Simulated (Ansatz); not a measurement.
# How fast states decay through Na2H2SO, part 3 of 3

Wanted: the relaxed cell of Na2H2SO, its band edges and its decay constants. It is built by putting S for part of the O in the NaHO structure of space group P2_1/m, with the volume rescaled by atomic radii. The parent structure comes from the Materials Project.

Ansatz 0.2.0; PBEsol DFT, plane waves, PAW files (the session's first sound run).

So far, gap on path (eV): step 3 (band edges) 2.89.

The structure was built from a prototype and need not be the compound's stable phase.

**6. Band edges at another level, cutoff 1197.3 eV**

This step: PBEsol DFT, plane waves, norm-conserving files (Ansatz 0.2.0).

The edges again with norm-conserving files, at the same atoms. Against that run the cutoff is 1197 eV against 420.

Contents of input.yaml:

```yaml
crystal:
  lattice:
    - [3.5920282205, 0.0, 0.2144435778]
    - [0.0, 3.930841271, 0.0]
    - [-1.3117678816, 0.0, 5.8782059486]
  atoms:
    - { symbol: Na, position: [0.6236000342, 0.25, 0.7662104321] }
    - { symbol: Na, position: [0.2162126739, 0.75, 0.1384296143] }
    - { symbol: H, position: [1.1118825204, 0.25, 0.3960606034] }
    - { symbol: H, position: [0.0668800213, 0.75, 0.6328648602] }
    - { symbol: O, position: [0.2334820826, 0.75, 0.7772496034] }
    - { symbol: S, position: [0.7479426676, 0.25, 0.2891848865] }
kpoints:
  mp_grid: { grid: [8, 6, 4] }
  band_path: { path: [VBM, CBM], npoints: 30 }
scf:
  occupations: { method: fixed }
hamiltonian:
  xc: pbesol
  pseudopotentials: { kind: nc }
output:
  eigenvalues: true
```

Launch:

```
$ ansatz run input.yaml --threads 2 --pin off --max-ram 4096MiB --backend cpu --events-out ev --progress --plain --runs-dir out
```

Numbers of over 12 decimals in the logs are rounded to 6 here.

The log of the run:

```text
[...]
Crystal: 6 atoms, lattice volume = 84.104 Å³
Basis set: ecut = 1197.300995 eV, 7899 PW (Γ)
Bands: 22, of which v1, the nominal top of the filled ones, is band 16 counted from 1 (15 counted from 0)
Symmetry: 2 space group operations
[...]
k-points: 72 of 192 (time reversal used)
[...]
SCF iter   1: F=—  HF=-3268.413940 eV  |F-HF|=—  |Δ(HF+E_count)|=         —  Δρ=8.21e-2  dr2=4.11e0  ethr=3.10e-3  ⟨swp⟩=5.1  Hψ=6841  notcnv=0  defer=245
[...]
SCF iter   9: F=-3266.733004 eV  HF=-3266.733004 eV  |F-HF|=5.97e-9  |Δ(HF+E_count)|=   2.41e-7  Δρ=4.66e-6  dr2=1.34e-8  ethr=3.13e-10  ⟨swp⟩=12.7  Hψ=9167  notcnv=0
SCF 1 converged in 9 iterations: F = -3266.733004 eV  dr2 = 1.34e-8
[...]
SCF converged after 9 iterations
Free energy (F): -3266.733004 eV
[...]
Internal energy: -3266.733004 eV  (E = F + TS)
E sigma→0 (E₀):  -3266.733004 eV
Fermi energy:    2.009479 eV
[...]
--- Band table (eV; the first three rows and the last of 72) ---
  k-point 0: bands = [... 12 lower, 1.0746, 1.1621, 1.6776, 1.7946, 4.8984, 6.4524, 7.8775, 10.6994, ... 2 higher]
  k-point 1: bands = [... 12 lower, 1.0045, 1.2205, 1.5812, 1.7196, 5.4577, 6.5390, 7.9246, 10.0666, ... 2 higher]
  k-point 2: bands = [... 12 lower, 0.9327, 1.3040, 1.5196, 1.6198, 6.0128, 6.9522, 7.6180, 9.5379, ... 2 higher]
  k-point 71: bands = [... 12 lower, 0.4800, 0.7396, 0.8747, 1.0233, 7.0036, 7.2896, 9.1705, 10.3018, ... 2 higher]
```

It took 31 s on 2 threads of Intel Xeon 6975P-C (Granite Rapids), shared host; peak memory 0.76 GiB; 60 s of CPU time.

Numbers from this step:

| Quantity | Value |
| --- | --- |
| free energy | -3266.7330 eV |
| Fermi energy | 2.009 eV |
| gap on the k-mesh | 2.889 eV |
| gap on path | 2.889 eV, by band count; negative where bands overlap |
| direct gap on path | 3.104 eV |

The electronic bands at the labelled points (eV, zero at the Fermi level (highest filled level under fixed occupations); v1 is the highest filled band, c1 the lowest empty one):

```csv
point,v4,v3,v2,v1,c1,c2,c3,c4
VBM,-1.72,-0.74,-0.65,0.00,3.86,5.85,7.85,8.33
halfway,-1.77,-0.67,-0.61,-0.21,4.64,5.53,6.46,7.96
CBM,-0.93,-0.85,-0.33,-0.21,2.89,4.44,5.87,8.69
```

The electronic bands as a text plot (rows in eV, shown from -5.7 to 7.9 only; labels by their first letter):

```
    7.6 |++++++++++++++                   ++
    7.0 |              ++++++
    6.5 |                    ++++++++++++++++++++
    5.9 |+++++++++++++++++++++++++               ++++++++++++++++
    5.3 |                         +++++++++++++++++
    4.8 |                  +++++++++++++           +++++++++++
    4.2 |     +++++++++++++             +++++                 +++
    3.6 |+++++                               ++++++++
    3.1 |                                            ++++++++++++
    2.5 |
    1.9 |
    1.4 |
    0.8 |
    0.2 |************
   -0.3 |            ********************************************
   -0.9 |********************************************************
   -1.5 |********                     ***************
   -2.0 |        *********************
   -2.6 |
   -3.2 |                                                 *******
   -3.7 |                                    *************
   -4.3 |**************************************
   -4.9 |                    *********         ******************
   -5.4 |********************
         V                                                      C
```

The searched edges give 2.89 eV, as on the mesh.

**7. Complex bands at another level, cutoff 1197.3 eV**

This step: PBEsol DFT, plane waves, norm-conserving files; complex bands by layer matching along the plane's normal (Ansatz 0.2.0).

The complex bands at that level, over its own gap, at (0, 0) and (0, -0.5).

Contents of input.yaml:

```yaml
crystal:
  lattice:
    - [3.930841271, 0.0, 0.0]
    - [0.0, 6.022793384, 0.0]
    - [0.0, -0.57305033, 3.552501387]
  atoms:
    - { symbol: Na, position: [0.25, 0.7662104321, 0.6236000342] }
    - { symbol: Na, position: [0.75, 0.1384296143, 0.2162126739] }
    - { symbol: H, position: [0.25, 0.3960606034, 0.1118825204] }
    - { symbol: H, position: [0.75, 0.6328648602, 0.0668800213] }
    - { symbol: O, position: [0.75, 0.7772496034, 0.2334820826] }
    - { symbol: S, position: [0.25, 0.2891848865, 0.7479426676] }
kpoints:
  mp_grid: { grid: [6, 4, 6] }
scf:
  occupations: { method: fixed }
hamiltonian:
  xc: pbesol
  pseudopotentials: { kind: nc }
output:
  eigenvalues: true
  transmission:
    leads: [[0, 0]]
    kpoints: [[0.0, 0.0], [0.0, -0.5]]
    e_range: [-1.0, 3.89]
    de: 0.08
```

The log of the run:

```text
[...]
Crystal: 6 atoms, lattice volume = 84.104 Å³
Basis set: ecut = 1197.300995 eV, 7899 PW (Γ)
Bands: 22, of which v1, the nominal top of the filled ones, is band 16 counted from 1 (15 counted from 0)
Symmetry: 2 space group operations
[...]
k-points: 56 of 144 (time reversal used)
[...]
SCF iter   1: F=—  HF=-3268.413475 eV  |F-HF|=—  |Δ(HF+E_count)|=         —  Δρ=8.21e-2  dr2=4.11e0  ethr=3.10e-3  ⟨swp⟩=5.1  Hψ=5321  notcnv=0  defer=195
[...]
SCF iter   9: F=-3266.732462 eV  HF=-3266.732462 eV  |F-HF|=5.52e-9  |Δ(HF+E_count)|=   2.49e-7  Δρ=4.66e-6  dr2=1.31e-8  ethr=3.13e-10  ⟨swp⟩=12.8  Hψ=7151  notcnv=0
SCF 1 converged in 9 iterations: F = -3266.732462 eV  dr2 = 1.31e-8
transmission: 8 of 16 steps passed
transmission: 16 of 16 steps passed
SCF converged after 9 iterations
Free energy (F): -3266.732462 eV
[...]
Internal energy: -3266.732462 eV  (E = F + TS)
E sigma→0 (E₀):  -3266.732462 eV
Fermi energy:    2.009852 eV
[...]
--- Band table (eV; the first three rows and the last of 56) ---
  k-point 0: bands = [... 12 lower, 1.0749, 1.1621, 1.6776, 1.7948, 4.8985, 6.4526, 7.8776, 10.6995, ... 2 higher]
  k-point 1: bands = [... 12 lower, 0.7044, 1.2214, 1.4079, 1.8306, 5.5602, 7.2621, 8.2148, 9.9581, ... 2 higher]
  k-point 2: bands = [... 12 lower, 0.5434, 1.0048, 1.3360, 1.9179, 6.7360, 7.1283, 8.8834, 10.2897, ... 2 higher]
  k-point 55: bands = [... 12 lower, 0.4803, 0.7397, 0.8746, 1.0236, 7.0037, 7.2897, 9.1705, 10.3019, ... 2 higher]
--- Transmission ---
  basis      : 591 plane waves across, 8 finite elements along
  points     : 2, as listed
[...]
crystal 0  : Na2S1H2O1, at the sites [0, 0], period 3.5525 Å: whole cells are its period
[...]
channels       : 0.000000e0 a spin
[...]
slowest decay  : 0.2663 /Å at (0.0000, 0.0000)
```

The job ended after 3.4 min (2 threads; peak memory 2.3 GiB).

Numbers from this step:

```yaml
free_energy: -3266.7325 eV
fermi_energy: 2.010 eV
decay_constant_at_the_filling_level_zone_centre: 0.2663 Å⁻¹
decay_constant_at_the_filling_level_slowest_listed_point: 0.2663 Å⁻¹
```

K parallel (0, 0); values up to 1.5 1/Å, a degenerate pair printed once or twice; energies at which all values exceed this have no row. Table of Im kz of the slowest decaying states by energy, zero at the highest filled level on the SCF mesh:

```csv
energy (eV),decay 1 (Å⁻¹),decay 2 (Å⁻¹),decay 3 (Å⁻¹),decay 4 (Å⁻¹)
-1.00,0.412,0.582,0.926,1.14
-0.76,0.145,0.578,0.979,0.998
-0.52,0.208,0.374,0.582,0.791
-0.28,0.109,0.251,0.384,0.586
-0.04,0.218,0.300,0.588,0.870
0.20,0.249,0.347,0.454,0.587
0.44,0.263,0.380,0.560,0.584
0.68,0.270,0.403,0.579,0.620
0.92,0.273,0.416,0.571,0.660
1.16,0.273,0.422,0.562,0.688
1.40,0.268,0.422,0.551,0.708
1.72,0.257,0.413,0.532,0.727
1.96,0.243,0.401,0.517,0.735
2.20,0.222,0.385,0.499,0.741
2.44,0.190,0.364,0.478,0.744
2.68,0.138,0.341,0.456,0.744
2.92,0.316,0.430,0.743,0.881
3.16,0.290,0.401,0.739,0.849
3.40,0.262,0.368,0.734,0.814
3.64,0.232,0.329,0.727,0.777
3.88,0.197,0.281,0.719,0.737
```

K parallel (0, -0.5); values up to 1.5 1/Å, a degenerate pair printed once or twice; energies at which all values exceed this have no row. Im kz of the slowest decaying states against energy, zero at the highest filled level on the SCF mesh:

```csv
energy (eV),decay 1 (Å⁻¹),decay 2 (Å⁻¹),decay 3 (Å⁻¹),decay 4 (Å⁻¹)
-1.00,0.0759,0.310,0.730,0.765
-0.76,0.0875,0.133,0.480,1.00
-0.52,0.102,0.319,0.324,0.617
-0.28,0.227,0.383,0.850,1.02
-0.04,0.293,0.414,0.960,1.03
0.20,0.333,0.352,0.433,1.03
0.44,0.331,0.389,0.445,0.478
0.68,0.314,0.443,0.450,0.553
0.92,0.309,0.452,0.475,0.603
1.16,0.304,0.449,0.498,0.639
1.40,0.299,0.443,0.514,0.665
1.72,0.290,0.429,0.528,0.690
1.96,0.282,0.416,0.534,0.702
2.20,0.272,0.399,0.536,0.711
2.44,0.259,0.378,0.536,0.716
2.68,0.244,0.352,0.532,0.719
2.92,0.226,0.322,0.526,0.719
3.16,0.204,0.284,0.516,0.718
3.40,0.177,0.236,0.503,0.714
3.64,0.141,0.167,0.486,0.708
3.88,0.0838,0.463,0.701,0.847
```

At the listed wavevectors the last open channel is at -0.04 eV and the next at +2.92 eV on the grid. At +1.48 eV, the grid energy nearest the filling level (the middle of the gap on the SCF mesh), the slowest state at the listed wavevectors decays with κ = 0.266 Å⁻¹, its amplitude falling by e over 3.8 Å; the first such run, plane (100), gave 0.266 Å⁻¹ over as many of its listed wavevectors.

**8. A repeat with changed settings**

This step: PBEsol DFT, plane waves, PAW files; complex bands by layer matching along the plane's normal; changed: hamiltonian.pseudopotentials = {"kind": "paw", "source": "jth"}, kpoints.mp_grid.grid = [5, 3, 5], scf.mixing.preconditioner = "none" (Ansatz 0.2.0).

This run repeats an earlier one, its twin (the complex run, plane (100)), with four settings changed (kpoints.mp_grid.grid, scf.mixing.preconditioner, hamiltonian.pseudopotentials.kind, hamiltonian.pseudopotentials.source; files written aside). It is meant to test how the run responds to these settings. Where the input is shown as a difference, that is against the step before, not the twin.

input.yaml: that of step 7 with these lines changed.

```diff
@@ -13,8 +13,9 @@
 kpoints:
-  mp_grid: { grid: [6, 4, 6] }
+  mp_grid: { grid: [5, 3, 5] }
 scf:
   occupations: { method: fixed }
+  mixing: { preconditioner: none }
 hamiltonian:
   xc: pbesol
-  pseudopotentials: { kind: nc }
+  pseudopotentials: { kind: paw, source: jth }
 output:
@@ -23,3 +24,3 @@
     leads: [[0, 0]]
-    kpoints: [[0.0, 0.0], [0.0, -0.5]]
+    kpoints: [[0.0, 0.0], [0.0, -0.5], [0.5, 0.0]]
     e_range: [-1.0, 3.89]
```

The log of the run:

```text
Error: inconsistent input (hamiltonian.pseudopotentials.source, hamiltonian.xc, hamiltonian.pseudopotentials.xc_functional): this build's library has no table of `source: jth` for `kind: paw` and the PBEsol files: it has one for `kind: paw` and the PBE files, or for `kind: paw` and the LDA files. Leave `source` out
```

It took 0.02 s on 2 threads; peak memory 0.049 GiB.

The program refused the input before any cycle.

The program's message: “Error: inconsistent input (hamiltonian.pseudopotentials.source, hamiltonian.xc, hamiltonian.pseudopotentials.xc_functional): this build's library has no table of `source: jth` for `kind: paw` and the …”

**9. Summary of results**

```yaml
band_gap: 2.89 eV
least_decay_constant_at_mid_gap_normal_to_100: 0.266 Å⁻¹
least_decay_constant_at_mid_gap_normal_to_001: 0.319 Å⁻¹
least_decay_constant_norm_conserving_files: 0.266 Å⁻¹
```

**Reading.** With PBEsol, the slowest decay at the wavevectors tried is κ = 0.266 Å⁻¹, normal to (100). Through such a film the transmission near mid-gap falls as exp(−2κd), a factor of ten every 4.3 Å. The decay depends on direction: 1.2 times faster normal to (001). A free electron under a barrier of half the gap would need a mass of 0.19 mₑ to decay at this rate. With norm-conserving files the gap goes from 2.89 to 2.89 eV and the decay constant, over the first 2 listed wavevectors, from 0.266 to 0.266 Å⁻¹. The compound is made up by substitution; its stability against other phases and against distortions of the cell's symmetry was not tested. A semilocal functional narrows gaps, so real decay constants are likely larger.

[Logs are printed without paths, hosts, clocks, repeated set-up lines and the standing remarks that a program may print on its own settings, such as how far it seeks lower states.]

[Hosts, paths, dates, database ids (printed as entryN), source tags and the programs' standing remarks are cut or masked in the printed files.]
